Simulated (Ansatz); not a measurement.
# How well the gap of BaTlI3 (cubic perovskite) (Pm-3m) can be computed

Aim: a best estimate of the quasiparticle gap of BaTlI3 (cubic perovskite) (Pm-3m), with each correction and its cost laid out.

Main program and level: Ansatz 0.2.0; density functionals, hybrids, G0W0, plane waves, PAW.

The structure was built from a prototype and need not be the compound's stable phase.

## 1. Set-up

The structure is cubic, space group Pm-3m (No. 221). Conventional cell: a = 7.018 Å, b = 7.018 Å, c = 7.018 Å, α = 90.00°, β = 90.00°, γ = 90.00°. Nearest to Ba lie 6 I at 3.51 Å. I has 2 Ba at 3.51 Å nearest. It derives from Ba1I3Tl1. Farther neighbours and most contacts between anions are not listed.

The start is a generated structure, not a measured one. The structure type comes from a generator and need not be one that this composition takes. Spin-orbit coupling is left out unless a step names it. The default PAW set here is soft_2. Its files were made with PBE.

## 2. Relaxing the structure

Gaps follow bond lengths, so the structure is brought to rest first.

This step: DFT, PBEsol, plane waves, PAW.

The input, input.yaml:

```yaml
crystal:
  lattice:
    - [7.01765706, 0.0, 0.0]
    - [0.0, 7.01765706, 0.0]
    - [0.0, 0.0, 7.01765706]
  atoms:
    - { symbol: Tl, position: [0.0, 0.0, 0.0] }
    - { symbol: Ba, position: [0.5, 0.5, 0.5] }
    - { symbol: I, position: [0.5, 0.5, 0.0] }
    - { symbol: I, position: [0.5, 0.0, 0.5] }
    - { symbol: I, position: [0.0, 0.5, 0.5] }
kpoints:
  mp_grid: { grid: [4, 4, 4] }
hamiltonian:
  xc: pbesol
scf:
  occupations: { method: fermi_dirac, width: 0.02 }
relax:
  f_tol: 0.01
  max_steps: 100
  cell: {}
```

Command:

```
$ ansatz run input.yaml --threads 4 --pin off --max-ram 17510MiB --backend cpu --events-out ev --progress --plain --runs-dir out
```

Numbers of over 12 decimals in the logs are rounded to 6 here.

The log of the run:

```text
Engine: ansatz 0.2.0, aarch64-unknown-linux-gnu
Pseudopotentials: kind: paw
Pseudopotential: Tl, paw, valence charge 13, recommended cutoff 420 eV (normal), Tl.paw.azcp
Pseudopotential: Ba, paw, valence charge 10, recommended cutoff 420 eV (normal), Ba.paw.azcp
Pseudopotential: I, paw, valence charge 17, recommended cutoff 420 eV (normal), I.paw.azcp
Functional definition: PBEsol
  exchange = pbesol_x
  correlation = pbesol_c
Crystal: 5 atoms, lattice volume = 345.602 Å³
Basis set: ecut = 420 eV, 6763 PW (Γ), exchange–correlation on 96×96×96 points (8 copies of the dense FFT grid, shifted against one another)
Bands: 45, of which v1, the nominal top of the filled ones, is band 37 counted from 1 (36 counted from 0)
Symmetry: 48 space group operations
Space group: Pm-3m (ITA 221), of the structure as read, at distance tolerance 7.0e-5 Å
k-points: 10 of 64
Non-local potential: Tl, projectors of the file, l = 0: 2, l = 1: 2, l = 2: 2, l = 3: 1
Non-local potential: Ba, projectors of the file, l = 0: 3, l = 1: 2, l = 2: 2, l = 3: 2
Non-local potential: I, projectors of the file, l = 0: 2, l = 1: 2, l = 2: 2, l = 3: 2
PAW form: soft (Blöchl's): semilocal exchange-correlation on the pseudo side does not see the compensation charge
PAW frozen core: Tl, regenerated for the run's functional, and the local potential with it (the file was generated under x = pbe(κ = 0.804, μ = 0.219515), c = pbe(β = 0.066725))
PAW frozen core: Ba, regenerated for the run's functional, and the local potential with it (the file was generated under x = pbe(κ = 0.804, μ = 0.219515), c = pbe(β = 0.066725))
PAW frozen core: I, regenerated for the run's functional, and the local potential with it (the file was generated under x = pbe(κ = 0.804, μ = 0.219515), c = pbe(β = 0.066725))
PAW one-centre angular grid: Tl, 590 points (default); XC on 64 Gauss nodes
PAW one-centre angular grid: Ba, 194 points (default); XC on 64 Gauss nodes
PAW one-centre angular grid: I, 590 points (default); XC on 64 Gauss nodes
Initial density: superposition of atomic densities (neutral atoms: chi_scale 0, normalization atom), corrected by the library's trained network
Initial wavefunctions: pseudopotential atomic-orbital guess
Functional: x = pbesol(κ = 0.804, μ = 0.123457), c = pbesol(β = 0.046)
SCF iter   1: F=—  HF=-39460.060941 eV  |F-HF|=—  |Δ(HF+E_count)|=         —  Δρ=2.43e-3  dr2=8.97e-2  ethr=1.77e-3  ⟨swp⟩=12.7  Hψ=2222  notcnv=0
preconditioner: auto → Resta (q_TF=auto, 2.110 Å⁻¹)  ε∞=2.5  [insulator: Δε(μ)=2.652 eV  Ē_g=10.541 eV  σ=0.020 eV  W_gap=1.00  n_scr=56 (ndim 8)  ℏωp=12.9 eV  f_vac=0.293  D(μ)=0.00/eV (n_scr^D=0)  ε∞_Penn≈2.5]
[...]
relax step   5: F+E_penalty+E_count = -39460.41118231 eV  Δ(F+E_penalty+E_count) = +3.636e-3 eV  max|allowed force component| = 1.498e-29 eV/Å  Δτ_max = 0.0000 Å  P = -0.037 GPa  Ω = 283.819 Å³  stress off target by 3.73e-2 GPa  SCF on the basis re-selected at this cell (its energy is not comparable with the rows above)  (5 SCF iters)
basis re-selected at this cell: Δ(F+E_penalty+E_count) = +3.636e-3 eV, ΔP = -0.009 GPa vs the last step (what re-selecting the basis moved, of the pressure what is left beyond the Pulay correction that the steps carried, after the strain that the cell walked since its last selection, with what the two solves' SCF thresholds leave and, on support functions, any second-order correction that the steps lacked; it is no measure of the basis error at this ecutwfc). The dense FFT grid was sized anew with the basis: this SCF ran on 45×45×45 points, the steps before it on 48×48×48, so part of this shift can come from that change (see relax.cell in the input reference). [rest of the remark cut]
SCF converged after 5 iterations
Free energy (F): -39460.411182 eV
Harris-Foulkes:  -39460.411182 eV  (|F-HF|=6.55e-11)
Internal energy: -39460.411182 eV  (E = F + TS)
E sigma→0 (E₀):  -39460.411182 eV
Fermi energy:    3.486565 eV
--- Per-component energies (eV) ---
  E_band       = -1442.995422
  E_kinetic    = 1066.006356
  E_local      = -8957.000745  (includes V_loc(G=0)·N_el)
  E_nonlocal   = 113.627102
  E_hartree    = 4277.840494
  E_xc         = -775.317290
  E_vxc        = -660.042857  (∫ρ·V_xc dr)
  E_paw        = -29367.268470  (= ΣΔE_a)
  E_vpaw       = -1561.266188  (= ΣTr[D̂ρ^β])
  E_aug_tail   = 0.000073  (compensation charges beyond the density's cutoff)
  E_ewald      = -5819.724827
  E_core_change = 1.426124  (= ΣΔE_core)
  E_smearing   = -0.000000  (= −TS)
  E_closure    = -0.000000  (closes the sum)
  Σ components = -39460.411182   (vs F -39460.411182, Δ=0.00e0)
--- Forces (eV/Å), atoms counted from 1 ---
  atom   1  Tl     0.00000000    -0.00000000     0.00000000
  atom   2  Ba     0.00000000    -0.00000000     0.00000000
  atom   3  I     -0.00000000     0.00000000    -0.00000000
  atom   4  I      0.00000000     0.00000000    -0.00000000
  atom   5  I     -0.00000000     0.00000000    -0.00000000
  max |Σ_I F_I| component: 3.03e-29 eV/Å
--- Stress (GPa, compression-positive) ---
       -0.037251       0.000000       0.000000
        0.000000      -0.037251       0.000000
        0.000000       0.000000      -0.037251
  P = ⅓ Tr σ = -0.0373 GPa (-0.373 kbar)
--- Relaxed structure (4 steps of the walk, 4 accepted, 1 SCFs on fresh bases) ---
  F+E_penalty+E_count = -39460.41118231 eV   max|allowed force component| = 1.498e-29 eV/Å   (the final SCF, on the basis selected at the relaxed cell)
  cell:  # Å, volume = 283.8194 Å³
    - [6.571745, 0, 0]
    - [0, 6.571745, 0]
    - [0, 0, 6.571745]
  atoms:
    - { symbol: Tl, position: [0, 0, 0] }
    - { symbol: Ba, position: [0.5, 0.5, 0.5] }
    - { symbol: I, position: [0.5, 0.5, 0] }
    - { symbol: I, position: [0.5, 0, 0.5] }
    - { symbol: I, position: [0, 0.5, 0.5] }
```

Run time: 9.3 s. Hardware: 4 threads of Arm Neoverse V2, shared host; peak memory 0.78 GiB.

The steps of the relaxation:

```
step  energy less that of the first step (eV)  largest force component (eV/Å)  pressure (GPa)  volume (Å³)
   1                                   0.0000                          0.0000           -1.65       345.60
   2                                  -0.1706                          0.0000           -1.37       327.74
   3                                  -0.3936                          0.0000            0.09       281.34
   4                                  -0.3938                          0.0000           -0.03       283.82
  5*                                  -0.3902                          0.0000           -0.04       283.82
```

Relaxation steps marked * repeat the geometry before them on a plane-wave basis chosen anew for their cell, so energy and pressure can jump there.

Forces are held to the 48 operations that the run works with; a distortion that breaks them can't arise in this run.

```
conventional cell, symmetrised  before  after   change
                         a (Å)   7.018  6.572   -6.4 %
                         b (Å)   7.018  6.572   -6.4 %
                         c (Å)   7.018  6.572   -6.4 %
              volume (Å³/atom)   69.12  56.76  -17.9 %
```

The relaxed structure:

```xyz
5
Lattice="6.5717 0.0000 0.0000 0.0000 6.5717 0.0000 0.0000 0.0000 6.5717" Properties=species:S:1:pos:R:3 pbc="T T T"
Tl    0.0000    0.0000    0.0000
Ba    3.2859    3.2859    3.2859
I     3.2859    3.2859    0.0000
I     3.2859    0.0000    3.2859
I     0.0000    3.2859    3.2859
```

## 3. PBEsol bands

Levels along a band path, at the cheap level, show where the edges lie and whether the meshes to come will hold them.

The input, input.yaml:

```yaml
crystal:
  lattice:
    - [6.5717449587, 0.0, 0.0]
    - [0.0, 6.5717449587, 0.0]
    - [0.0, 0.0, 6.5717449587]
  atoms:
    - { symbol: Tl, position: [0.0, 0.0, 0.0] }
    - { symbol: Ba, position: [0.5, 0.5, 0.5] }
    - { symbol: I, position: [0.5, 0.5, 0.0] }
    - { symbol: I, position: [0.5, 0.0, 0.5] }
    - { symbol: I, position: [0.0, 0.5, 0.5] }
kpoints:
  mp_grid: { grid: [4, 4, 4] }
  band_path:
    path:
      - [[0.0, 0.0, 0.0], [0.0, 0.5, 0.0], [0.5, 0.5, 0.0], [0.0, 0.0, 0.0], [0.5, 0.5, 0.5], [0.0, 0.5, 0.0]]
      - [[0.5, 0.5, 0.5], [0.5, 0.5, 0.0]]
    npoints: 10
hamiltonian:
  xc: pbesol
scf:
  occupations: { method: fermi_dirac, width: 0.02 }
  n_extra_bands: 5
output:
  eigenvalues: true
  forces: true
  stress: true
  write_density: true
  write_potential: true
  elf: true
  volumetric_format: npy
```

The log of the run:

```text
[...]
Crystal: 5 atoms, lattice volume = 283.819 Å³
Basis set: ecut = 420 eV, 5497 PW (Γ), exchange–correlation on 90×90×90 points (8 copies of the dense FFT grid, shifted against one another)
Bands: 42, of which v1, the nominal top of the filled ones, is band 37 counted from 1 (36 counted from 0)
Symmetry: 48 space group operations
[...]
k-points: 10 of 64
[...]
SCF iter   1: F=—  HF=-39460.418569 eV  |F-HF|=—  |Δ(HF+E_count)|=         —  Δρ=1.65e-3  dr2=1.52e-2  ethr=1.77e-3  ⟨swp⟩=12.9  Hψ=2074  notcnv=0
[...]
SCF iter   7: F=-39460.411182 eV  HF=-39460.411182 eV  |F-HF|=2.62e-9  |Δ(HF+E_count)|=   2.57e-7  Δρ=1.26e-6  dr2=3.29e-9  ethr=1.35e-10  ⟨swp⟩=16.4  Hψ=3635  notcnv=0
SCF 1 converged in 7 iterations: F = -39460.411182 eV  dr2 = 3.29e-9
[...]
NSCF: frozen V_eff on 62 k-points
SCF converged after 7 iterations
Free energy (F): -39460.411182 eV
[...]
Internal energy: -39460.411182 eV  (E = F + TS)
E sigma→0 (E₀):  -39460.411182 eV
Fermi energy:    3.486556 eV
[...]
--- Stress (GPa, compression-positive) ---
       -0.037241       0.000000      -0.000000
       -0.000000      -0.037241       0.000000
       -0.000000      -0.000000      -0.037241
  P = ⅓ Tr σ = -0.0372 GPa (-0.372 kbar)
--- Band table (eV; the first three rows and the last of 10) ---
  k-point 0: bands = [... 33 lower, 1.8043, 2.0659, 2.0659, 2.0659, 5.5815, 5.5815, 5.5815, 6.2263, ... 1 higher]
  k-point 1: bands = [... 33 lower, 1.6975, 1.7611, 2.0292, 2.0292, 5.0476, 5.4285, 5.4285, 6.2651, ... 1 higher]
  k-point 2: bands = [... 33 lower, 1.5889, 1.7196, 2.0195, 2.0195, 4.6847, 5.3027, 5.3027, 6.3065, ... 1 higher]
  k-point 9: bands = [... 33 lower, 0.8714, 2.2625, 2.2625, 2.2625, 5.5383, 5.5383, 5.5383, 8.0440, ... 1 higher]
```

The job ended after 5.9 s (4 threads; peak memory 0.82 GiB; 23 s of CPU time).

Numbers from this step:

* pressure: -0.03724 GPa
* filled bands: 37
* gap: 2.422 eV
* valence top at: R
* conduction bottom at: X
* least direct gap: 2.665 eV

The gap is indirect, with the least direct gap 0.24 eV higher.

Electronic bands along the path, in eV, zero at the top of the highest nominally filled band:

```
    point  band 34  band 35  band 36  band 37  band 38  band 39  band 40  band 41
        Γ    -0.46    -0.20    -0.20    -0.20     3.32     3.32     3.32     3.96
  halfway    -0.56    -0.50    -0.23    -0.23     2.79     3.17     3.17     4.00
        X    -0.67    -0.54    -0.24    -0.24     2.42     3.04     3.04     4.04
  halfway    -0.70    -0.61    -0.37    -0.20     2.68     2.88     2.99     4.52
        M    -0.74    -0.74    -0.51     0.00     2.73     2.94     2.94     5.19
  halfway    -0.61    -0.55    -0.32    -0.29     2.70     3.01     3.11     4.49
        Γ    -0.46    -0.20    -0.20    -0.20     3.32     3.32     3.32     3.96
  halfway    -0.92    -0.32    -0.32    -0.24     2.57     3.14     3.14     4.85
        R    -1.39     0.00     0.00     0.00     3.28     3.28     3.28     5.78
  halfway    -0.99    -0.29    -0.27    -0.16     2.81     2.85     3.18     4.88
        X    -0.67    -0.54    -0.24    -0.24     2.42     3.04     3.04     4.04
jump to R    -1.39     0.00     0.00     0.00     3.28     3.28     3.28     5.78
  halfway    -1.03    -0.21    -0.21     0.00     2.99     3.08     3.08     5.45
        M    -0.74    -0.74    -0.51     0.00     2.73     2.94     2.94     5.19
```

Valence density in the ac plane at fractional y = 0.500, with atoms of Ba and I within 0.2 Å of it. It is the smooth field of the valence electrons, not physical close to the nuclei.

Values in e/Å³, 10 rows by 16 columns, each cell a mean:
```
 0  0  0  0  0  0  1  6  8  3  1  0  0  0  0  0
 0  0  0  0  0  0  0  1  1  0  0  0  0  0  0  0
 0  0  0  0  0  0  0  0  0  0  0  0  0  0  0  0
 1  1  0  0  0  0  1  1  1  1  0  0  0  0  0  1
13  5  1  0  0  0  1  1  1  1  1  0  0  0  2  9
 9  3  1  0  0  0  1  1  1  1  1  0  0  0  1  6
 1  0  0  0  0  0  0  1  1  0  0  0  0  0  0  1
 0  0  0  0  0  0  0  0  0  0  0  0  0  0  0  0
 0  0  0  0  0  0  1  1  1  1  0  0  0  0  0  0
 0  0  0  0  0  0  2  9 13  5  1  0  0  0  0  0
```
Columns run along a (6.6 Å), rows up along c (6.6 Å). Atoms in or near the plane, at fractional coordinates: Ba at (0.50, 0.50), I at (0.50, 0.00), I at (0.00, 0.50).

Electrostatic potential energy in the ac plane at fractional y = 0.500, with atoms of Ba and I within 0.2 Å of it. With pseudopotentials it is smooth inside the atoms' cores, unlike the true potential.

Values in eV, 10 rows by 16 columns, each cell a mean:
```
  8   8   8   8   7  -1 -13  -5  -1 -11  -8   4   8   8   8   8
  8   8   8   8   8   6   1  -5  -6  -2   4   7   8   8   8   8
  6   7   7   8   7   6   4   2   2   3   5   6   7   8   7   6
-10  -8   1   5   5   0 -10 -19 -21 -15  -4   3   6   4  -4 -10
  5  -7 -11   2   2  -8 -28 -32 -32 -32 -18  -1   3  -3 -14   2
 -1 -11  -8   3   3  -6 -24 -32 -32 -30 -15   0   4  -1 -13  -4
 -6  -2   4   6   5   2  -3 -10 -12  -7   0   4   6   6   2  -4
  7   8   8   8   7   6   5   3   2   4   5   7   8   8   8   7
  8   8   8   8   7   4  -4 -10 -11  -8   1   6   8   8   8   8
  8   8   8   8   6  -3 -13   1   6  -7 -10   4   8   8   8   8
```
Columns run along a (6.6 Å; values clipped at the 3rd and 97th percentile), rows up along c (6.6 Å). Atoms in or near the plane, at fractional coordinates: Ba at (0.50, 0.50), I at (0.50, 0.00), I at (0.00, 0.50).

## 4. LDA

Another semilocal functional, at almost no cost, to see the spread among them.

This step: DFT, LDA, plane waves, PAW.

input.yaml, the sections that differ from step 3:

```yaml
kpoints:
  mp_grid: { grid: [4, 4, 4] }
  band_path:
    path: [[0.0, 0.0, 0.0], [0.0, 0.5, 0.0], [0.5, 0.5, 0.0], [0.5, 0.5, 0.5]]
    npoints: 1
hamiltonian:
  xc: lda
scf:
  occupations: { method: fixed }
  n_extra_bands: 5
# crystal, output: as in step 3
```

The log of the run:

```text
[...]
Crystal: 5 atoms, lattice volume = 283.819 Å³
Basis set: ecut = 420 eV, 5497 PW (Γ)
Bands: 42, of which v1, the nominal top of the filled ones, is band 37 counted from 1 (36 counted from 0)
Symmetry: 48 space group operations
[...]
k-points: 10 of 64
[...]
k-point 0: bands = [... 33 lower, 1.6237, 1.8826, 1.8826, 1.8826, 5.2474, 5.2474, 5.2474, 5.9728, ... 1 higher]
  k-point 1: bands = [... 33 lower, 1.5134, 1.5782, 1.8466, 1.8466, 4.7034, 5.0952, 5.0952, 6.0124, ... 1 higher]
  k-point 2: bands = [... 33 lower, 1.4017, 1.5344, 1.8385, 1.8385, 4.3333, 4.9679, 4.9679, 6.0547, ... 1 higher]
  k-point 9: bands = [... 33 lower, 0.6878, 2.0871, 2.0871, 2.0871, 5.2055, 5.2055, 5.2055, 7.7554, ... 1 higher]
[key lines of the parts left out:]
SCF converged after 7 iterations
Free energy (F): -38998.561946 eV
Fermi energy:    2.087080 eV
P = ⅓ Tr σ = -0.7698 GPa (-7.698 kbar)
```

Elapsed: 2.6 s, on 4 threads; peak memory 0.65 GiB; 9.6 s of CPU time.

This step gave:

```
pressure             : -0.7698 GPa
gap                  : 2.246 eV
valence top at       : R
conduction bottom at : X
least direct gap     : 2.495 eV
```

The gap stands −0.18 eV against PBEsol.

## 5. PBEsol+SOC

Spin-orbit coupling can split or shift the edges; a non-collinear run measures by how much.

This step: DFT, PBEsol with spin-orbit coupling, plane waves, PAW.

input.yaml, as its differences from that of step 4:

```diff
@@ -17,6 +17,9 @@
 hamiltonian:
-  xc: lda
+  xc: pbesol
 scf:
   occupations: { method: fixed }
-  n_extra_bands: 5
+  n_extra_bands: 10
+magnetization:
+  noncollinear: true
+  spin_orbit: true
 output:
```

The log of the run:

```text
[...]
non-collinear run that drives no moment, with spin-orbit: no starting moment large enough to seed its density (crystal.atoms[].spin), no starting occupations that ask for one, no magnetisation constraint and no magnetic field, so the semilocal B_xc is pinned to zero
Crystal: 5 atoms, lattice volume = 283.819 Å³
[...]
k-point 0: bands = [... 70 lower, 2.3743, 2.3743, 2.3743, 2.3743, 4.5191, 4.5191, 5.9915, 5.9915, ... 6 higher]
  k-point 1: bands = [... 70 lower, 2.0746, 2.0746, 2.3497, 2.3497, 4.3225, 4.3225, 5.4965, 5.4965, ... 6 higher]
  k-point 2: bands = [... 70 lower, 2.0054, 2.0054, 2.3435, 2.3435, 4.1313, 4.1313, 5.2124, 5.2124, ... 6 higher]
  k-point 9: bands = [... 70 lower, 2.4469, 2.4469, 2.4469, 2.4469, 4.5910, 4.5910, 5.8842, 5.8842, ... 6 higher]
[key lines of the parts left out:]
SCF converged after 9 iterations
Magnetization: |M| = 0.0000 μB,  M = (+0.0000, +0.0000, +0.0000) μB
Free energy (F): -39508.789711 eV
Fermi energy:    2.446910 eV
P = ⅓ Tr σ = -0.0539 GPa (-0.539 kbar)
```

Elapsed: 27 s, on 4 threads; peak memory 1.7 GiB.

This step gave:

```
pressure             : -0.05386 GPa
gap                  : 1.684 eV
valence top at       : R
conduction bottom at : X
least direct gap     : 1.788 eV
```

The gap stands −0.74 eV against PBEsol.

## 6. r2SCAN

r2SCAN sits between gradient functionals and hybrids in what it does to gaps, at little more than semilocal cost.

This step: DFT, r2SCAN, plane waves, PAW.

input.yaml, the sections that differ from step 5:

```yaml
hamiltonian:
  xc: r2scan
scf:
  occupations: { method: fixed }
  n_extra_bands: 5
output:
  eigenvalues: true
  forces: true
  stress: true
# crystal, kpoints: as in step 5
# magnetization: removed
```

The log of the run:

```text
[...]
Crystal: 5 atoms, lattice volume = 283.819 Å³
Basis set: ecut = 500 eV, 7123 PW (Γ), exchange–correlation on 192×192×192 points (64 copies of the dense FFT grid, shifted against one another)
Bands: 42, of which v1, the nominal top of the filled ones, is band 37 counted from 1 (36 counted from 0)
Symmetry: 48 space group operations
[...]
k-points: 10 of 64
[...]
k-point 0: bands = [... 33 lower, 1.5791, 1.8516, 1.8516, 1.8516, 5.7913, 5.7913, 5.7913, 6.5730, ... 1 higher]
  k-point 1: bands = [... 33 lower, 1.4790, 1.5371, 1.8142, 1.8142, 5.2666, 5.6362, 5.6362, 6.6148, ... 1 higher]
  k-point 2: bands = [... 33 lower, 1.3719, 1.4964, 1.8017, 1.8017, 4.9030, 5.5078, 5.5078, 6.6596, ... 1 higher]
  k-point 9: bands = [... 33 lower, 0.6650, 2.0438, 2.0438, 2.0438, 5.7430, 5.7430, 5.7430, 8.4943, ... 1 higher]
[key lines of the parts left out:]
SCF converged after 7 iterations
Free energy (F): -40013.668992 eV
Fermi energy:    2.043825 eV
P = ⅓ Tr σ = 0.6753 GPa (6.753 kbar)
```

Wall time 4.9 s (4 threads); peak memory 1.2 GiB; 18 s of CPU time.

This step gave:

```
pressure             : 0.6753 GPa
gap                  : 2.859 eV
valence top at       : R
conduction bottom at : X
least direct gap     : 3.101 eV
```

The gap stands +0.44 eV against PBEsol.

[end of part 1 of 3]

[Paths, hosts, dates, memory and timing lines, banners, echoed tables and standing remarks are left out of the program output.]

[Logs are printed without paths, hosts, clocks, repeated set-up lines and the standing remarks that a program may print on its own settings, such as how far it seeks lower states.]

[Runs of the session that timed out or met a known fault of the program may be left out.]

[Cells called generated may have been cut or substituted from an entry of the Crystallography Open Database or the Materials Project.]

[Hosts, paths, dates, database ids (printed as entryN), source tags and the programs' standing remarks are cut or masked in the printed files.]
